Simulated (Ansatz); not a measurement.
# A hypothetical structure for Mg2ScTi2, part 2 of 2

Starting from a made-up structure for Mg2ScTi2, the aim is the relaxed cell, its shortest contacts and, where a second run follows, its electronic structure.

Ansatz 0.2.0; DFT, PBE, plane-wave PAW, files of the set soft_1, scalar-relativistic, no spin, cell and ions relaxed at zero pressure; PAW set soft_1 (the session's first sound run).

So far: The structure; Relaxation of the guess. The relaxed cell has a = 4.121, c = 6.336 Å (conventional setting).

### Step 3. Electronic structure of the relaxed cell

With the geometry fixed, one more self-consistent run, with a narrower smearing and the mesh shown in its input, gives the bands, and its pressure, and its forces where symmetry allows any, show how far the geometry depends on these settings.

This step: DFT, PBE, plane-wave PAW, files of the set soft_1, scalar-relativistic, no spin, bands and density of states at the relaxed cell; PAW set soft_1 (Ansatz 0.2.0).

input.yaml reads:

```yaml
crystal:
  lattice:
    - [4.121154159, 0.0, 0.0]
    - [0.0, 4.121154159, 0.0]
    - [0.0, 0.0, 6.3360630058]
  atoms:
    - { symbol: Ti, position: [0.5, 0.5, 0.8359505617] }
    - { symbol: Ti, position: [0.5, 0.5, 0.1640494383] }
    - { symbol: Sc, position: [0.0, 0.0, 0.0] }
    - { symbol: Mg, position: [0.5, 0.0, 0.5] }
    - { symbol: Mg, position: [0.0, 0.5, 0.5] }
kpoints:
  mp_grid: { grid: [8, 8, 6] }
  band_path:
    path:
      - [[0.0, 0.0, 0.0], [0.0, 0.5, 0.0], [0.5, 0.5, 0.0], [0.0, 0.0, 0.0], [0.0, 0.0, 0.5], [0.0, 0.5, 0.5], [0.5, 0.5, 0.5], [0.0, 0.0, 0.5]]
      - [[0.0, 0.5, 0.0], [0.0, 0.5, 0.5]]
      - [[0.5, 0.5, 0.0], [0.5, 0.5, 0.5]]
    npoints: 8
scf:
  occupations: { method: fermi_dirac, width: 0.03 }
  n_extra_bands: 9
hamiltonian:
  xc: pbe
  pseudopotentials: { kind: paw, azcp: { folder: soft_1 } }
output:
  forces: true
  stress: true
  write_bands: true
  dos: { projected: true }
  write_density: true
  write_potential: true
  elf: true
  volumetric_format: npy
```

Launch:

```console
$ ansatz run input.yaml --threads 4 --pin off --max-ram 8192MiB --backend cpu --events-out ev --progress --plain --runs-dir out
```

Numbers of over 12 decimals in the logs are rounded to 6 here.

The log of the run:

```text
[...]
Crystal: 5 atoms, lattice volume = 107.611 Å³
Basis set: ecut = 420 eV, 2133 PW (Γ), exchange–correlation on 60×60×90 points (8 copies of the dense FFT grid, shifted against one another)
Bands: 37, of which v1, the nominal top of the filled ones, is band 28 counted from 1 (27 counted from 0)
Symmetry: 16 space group operations
[...]
k-points: 60 of 384
[...]
SCF iter   1: F=—  HF=-10982.565763 eV  |F-HF|=—  |Δ(HF+E_count)|=         —  Δρ=6.43e-2  dr2=1.31e1  ethr=3.10e-3  ⟨swp⟩=5.2  Hψ=8192  notcnv=0
[...]
SCF iter  10: F=-10980.634063 eV  HF=-10980.634063 eV  |F-HF|=7.43e-8  |Δ(HF+E_count)|=   1.51e-8  Δρ=7.73e-6  dr2=8.79e-8  ethr=1.82e-10  ⟨swp⟩=14.3  Hψ=15449  notcnv=0
SCF 1 converged in 10 iterations: F = -10980.634063 eV  dr2 = 8.79e-8
[...]
NSCF: frozen V_eff on 75 k-points
SCF converged after 10 iterations
Free energy (F): -10980.634063 eV
[...]
Internal energy: -10980.607066 eV  (E = F + TS)
E sigma→0 (E₀):  -10980.620565 eV
Entropy (-TS):   -0.026997 eV (-5.399 meV/atom)
Fermi energy:    8.496547 eV
[...]
--- Forces (eV/Å), atoms counted from 1 ---
  atom   1  Ti     0.00000000     0.00000000     0.10959180
  atom   2  Ti     0.00000000     0.00000000    -0.10959180
  atom   3  Sc     0.00000000     0.00000000     0.00000000
  atom   4  Mg    -0.00000000    -0.00000000     0.00000000
  atom   5  Mg     0.00000000    -0.00000000     0.00000000
  max |Σ_I F_I| component: 1.74e-29 eV/Å
--- Stress (GPa, compression-positive) ---
        0.054834       0.000000       0.000000
        0.000000       0.054834       0.000000
        0.000000       0.000000      -0.087732
  P = ⅓ Tr σ = 0.0073 GPa (0.073 kbar)
--- Band table (eV; the first three rows and the last of 60) ---
  k-point 0: bands = [... 24 lower, 7.7833, 7.7833, 8.2368, 8.3247, 9.4265, 10.0121, 10.0121, 10.4671, ... 5 higher]
  k-point 1: bands = [... 24 lower, 7.8325, 7.8325, 8.2421, 8.4440, 9.3586, 9.7647, 9.7647, 10.4521, ... 5 higher]
  k-point 2: bands = [... 24 lower, 7.9500, 7.9500, 8.2527, 8.7212, 9.2266, 9.3937, 9.3937, 9.7683, ... 5 higher]
  k-point 59: bands = [... 24 lower, 7.2010, 7.3860, 7.3860, 7.7195, 8.5696, 8.6140, 8.6140, 9.8887, ... 5 higher]
```

The job ended after 5.6 s (4 threads of Arm Neoverse V2, shared host; peak memory 0.54 GiB).

Reading the cycles: dr2 is the Hartree energy of the density residual (eV), the measure of convergence; HF is the Harris–Foulkes estimate of the energy, which meets the free energy F at convergence.

Numbers from this step:

* free energy: -10980.6341 eV
* energy at zero smearing: -10980.6206 eV
* smearing term TS: 0.02700 eV
* Fermi energy: 8.497 eV
* pressure: 0.007312 GPa

From bands.tsv, the bands that come nearest the Fermi level along the path, at its corners, in eV from the Fermi level:

```tsv
point	band 24	band 25	band 26	band 27	band 28	band 29	band 30	band 31
Γ	-1.65	-0.71	-0.71	-0.26	-0.17	0.93	1.52	1.52
X	-1.24	-1.20	-1.00	-0.39	0.23	0.50	0.99	1.67
M	-1.88	-1.06	-1.06	-0.41	-0.17	-0.17	0.47	0.53
Γ	-1.65	-0.71	-0.71	-0.26	-0.17	0.93	1.52	1.52
Z	-0.47	-0.47	-0.24	-0.05	0.45	0.67	0.67	0.73
R	-2.33	-1.16	-0.90	0.01	0.11	0.35	0.35	1.29
A	-1.41	-1.30	-1.11	-1.11	-0.78	0.07	0.12	0.12
Z	-0.47	-0.47	-0.24	-0.05	0.45	0.67	0.67	0.73
X	-1.24	-1.20	-1.00	-0.39	0.23	0.50	0.99	1.67
R	-2.33	-1.16	-0.90	0.01	0.11	0.35	0.35	1.29
M	-1.88	-1.06	-1.06	-0.41	-0.17	-0.17	0.47	0.53
A	-1.41	-1.30	-1.11	-1.11	-0.78	0.07	0.12	0.12
```

Counts of states for the cell as run, both spins, by energy window (eV from the Fermi level):

```csv
from,to,total
-8,-7,0.00
-7,-6,0.00
-6,-5,0.57
-5,-4,0.86
-4,-3,1.23
-3,-2,1.98
-2,-1,4.99
-1,0,5.41
0,1,5.67
1,2,4.77
```

Below -8 eV lie 40.0 more states.

Force by atom:

| atom | x (eV/Å) | y (eV/Å) | z (eV/Å) | size |
| --- | --- | --- | --- | --- |
| Ti1 | 0.000 | 0.000 | 0.110 | 0.110 |
| Ti2 | 0.000 | 0.000 | -0.110 | 0.110 |
| Sc3 | 0.000 | 0.000 | 0.000 | 0.000 |
| Mg4 | 0.000 | 0.000 | 0.000 | 0.000 |
| Mg5 | 0.000 | 0.000 | 0.000 | 0.000 |

Electrostatic potential energy in the ac plane at fractional y = 0.500, with atoms of Ti and Mg within 0.2 Å of it. With pseudopotentials it is smooth inside the atoms' cores, unlike the true potential.

Ten even steps from '_' (-55 eV) to '@' (12 eV), each cell a mean:
```
@@@@@@@@%%##++++**##@@@@@@@@
@@@@@@@@##++----==++%%@@@@@@
@@@@@@%%**--------==##@@@@@@
@@@@@@%%**--------==##@@@@@@
@@@@@@@@##==----==++%%@@@@@@
@@@@@@@@%%**++++++##%%@@@@@@
@@@@@@@@@@%%%%%%%%%%@@@@@@@@
####%%@@@@@@@@@@@@@@@@@@%%##
..--##%%@@@@@@@@@@@@@@%%**::
____++%%@@@@@@@@@@@@@@##--__
____==%%@@@@@@@@@@@@@@##::__
__::**%%@@@@@@@@@@@@@@%%==..
++**%%@@@@@@@@@@@@@@@@%%##**
%%%%@@@@@@@@%%%%%%@@@@@@@@%%
@@@@@@@@%%##******%%@@@@@@@@
@@@@@@@@##++==--==++%%@@@@@@
@@@@@@%%**==------==##@@@@@@
@@@@@@%%**--------==##@@@@@@
@@@@@@@@**==------++##@@@@@@
@@@@@@@@%%**++==++##%%@@@@@@
@@@@@@@@%%%%****##%%@@@@@@@@
```
Columns run along a (4.1 Å; values clipped at the 3rd and 97th percentile), rows up along c (6.3 Å). Atoms in or near the plane, at fractional coordinates: Ti at (0.50, 0.84), Ti at (0.50, 0.16), Mg at (0.00, 0.50).

ELF in the ac plane at fractional y = 0.500, with atoms of Ti and Mg within 0.2 Å of it. It is the smooth field of the valence electrons, not physical close to the nuclei.

Values, 21 rows by 14 columns, each cell a mean:
```
0.55 0.55 0.50 0.38 0.25 0.27 0.34 0.34 0.32 0.26 0.28 0.42 0.54 0.55
0.56 0.53 0.38 0.21 0.25 0.51 0.65 0.65 0.62 0.44 0.19 0.25 0.45 0.54
0.59 0.51 0.25 0.10 0.32 0.66 0.69 0.64 0.71 0.60 0.17 0.12 0.36 0.54
0.64 0.53 0.23 0.08 0.34 0.68 0.69 0.62 0.72 0.63 0.17 0.10 0.35 0.57
0.68 0.60 0.31 0.12 0.26 0.60 0.70 0.68 0.70 0.53 0.14 0.15 0.44 0.63
0.63 0.60 0.42 0.22 0.16 0.32 0.47 0.48 0.43 0.27 0.15 0.27 0.51 0.61
0.26 0.31 0.40 0.37 0.23 0.16 0.15 0.16 0.15 0.17 0.28 0.39 0.37 0.29
0.12 0.10 0.16 0.33 0.39 0.31 0.23 0.21 0.26 0.33 0.40 0.29 0.11 0.10
0.32 0.27 0.10 0.16 0.46 0.50 0.46 0.45 0.47 0.50 0.36 0.12 0.16 0.29
0.20 0.31 0.20 0.10 0.42 0.56 0.56 0.56 0.57 0.55 0.27 0.09 0.29 0.27
0.15 0.29 0.22 0.09 0.40 0.56 0.58 0.57 0.58 0.55 0.25 0.09 0.31 0.24
0.31 0.31 0.13 0.13 0.45 0.53 0.51 0.50 0.52 0.53 0.33 0.10 0.21 0.32
0.19 0.13 0.10 0.27 0.44 0.39 0.31 0.30 0.34 0.41 0.41 0.21 0.09 0.15
0.16 0.20 0.33 0.38 0.28 0.19 0.15 0.14 0.16 0.21 0.33 0.38 0.27 0.18
0.54 0.54 0.45 0.28 0.16 0.22 0.32 0.34 0.29 0.19 0.18 0.33 0.51 0.54
0.68 0.61 0.34 0.14 0.22 0.53 0.66 0.65 0.64 0.45 0.13 0.18 0.47 0.64
0.66 0.56 0.24 0.09 0.32 0.67 0.70 0.66 0.73 0.61 0.16 0.11 0.38 0.60
0.60 0.51 0.23 0.09 0.33 0.67 0.68 0.62 0.71 0.61 0.17 0.11 0.35 0.55
0.57 0.52 0.31 0.15 0.28 0.59 0.70 0.69 0.69 0.52 0.17 0.18 0.41 0.54
0.55 0.55 0.47 0.33 0.24 0.34 0.45 0.46 0.42 0.30 0.25 0.37 0.52 0.55
0.54 0.56 0.55 0.46 0.29 0.19 0.14 0.14 0.16 0.21 0.36 0.49 0.56 0.56
```
Columns run along a (4.1 Å), rows up along c (6.3 Å). Atoms in or near the plane, at fractional coordinates: Ti at (0.50, 0.84), Ti at (0.50, 0.16), Mg at (0.00, 0.50).

Valence density in the ac plane at fractional y = 0.500, with atoms of Ti and Mg within 0.2 Å of it. It is the smooth field of the valence electrons, not physical close to the nuclei.

Ten steps, logarithmic in the rise over the least value, from '_' (0 e/Å³) to '@' (23 e/Å³), each cell a mean:
```
________..::--==--::..______
________::==****++--..______
________--++##%%##++..______
________--**%%%%##++..______
________::==**##**==..______
________..::====--::________
____________......__________
..________________________..
**==..__________________::++
@@%%--__________________++%%
@@%%--__________________**@@
##**..__________________--**
--..______________________::
____________....____________
__________..----::..________
________::==****++--..______
________--++##%%##++..______
________--**%%%%##++..______
________::++####**==..______
________..--==++==::..______
________....::::::....______
```
Columns run along a (4.1 Å), rows up along c (6.3 Å). Atoms in or near the plane, at fractional coordinates: Ti at (0.50, 0.84), Ti at (0.50, 0.16), Mg at (0.00, 0.50).

### Step 4. Results

```
space group, relaxed : P4/mmm
conventional cell    : a = 4.121, b = 4.121, c = 6.336 Å; α = 90.0°, β = 90.0°, γ = 90.0°
volume per atom      : 21.52 Å³ (guess 20.22)
```

Mg2ScTi2 relaxes to P4/mmm with a = 4.121, b = 4.121 and c = 6.336 Å. The guessed volume was 6 % too small. The space group P4/mmm was held in the relaxation, so the end point is a stationary structure within it and may be a saddle against distortions or other arrangements. Bands cross the Fermi level, so it is a metal or semimetal at this level. The electron count is odd, which forces that without spin polarisation or a larger cell. On the 8×8×6 mesh with the narrower smearing (relaxed on 6×6×5) the largest force component is 0.110 eV/Å and the largest stress component is 0.088 GPa, against the relaxation's thresholds of 0.015 eV/Å and 0.05 GPa. The cutoff wasn't tested. A vector of the cell changed its length by 11 %, more than the volume shows. No dispersion term is used, so weakly bound directions may come out too long. The runs have no spin, and magnetism wasn't tested. Nothing here tests whether the compound is stable against decomposition.

[Logs are printed without paths, hosts, clocks, repeated set-up lines and the standing remarks that a program may print on its own settings, such as how far it seeks lower states.]

[Hosts, paths, dates, database ids (printed as entryN), source tags and the programs' standing remarks are cut or masked in the printed files.]
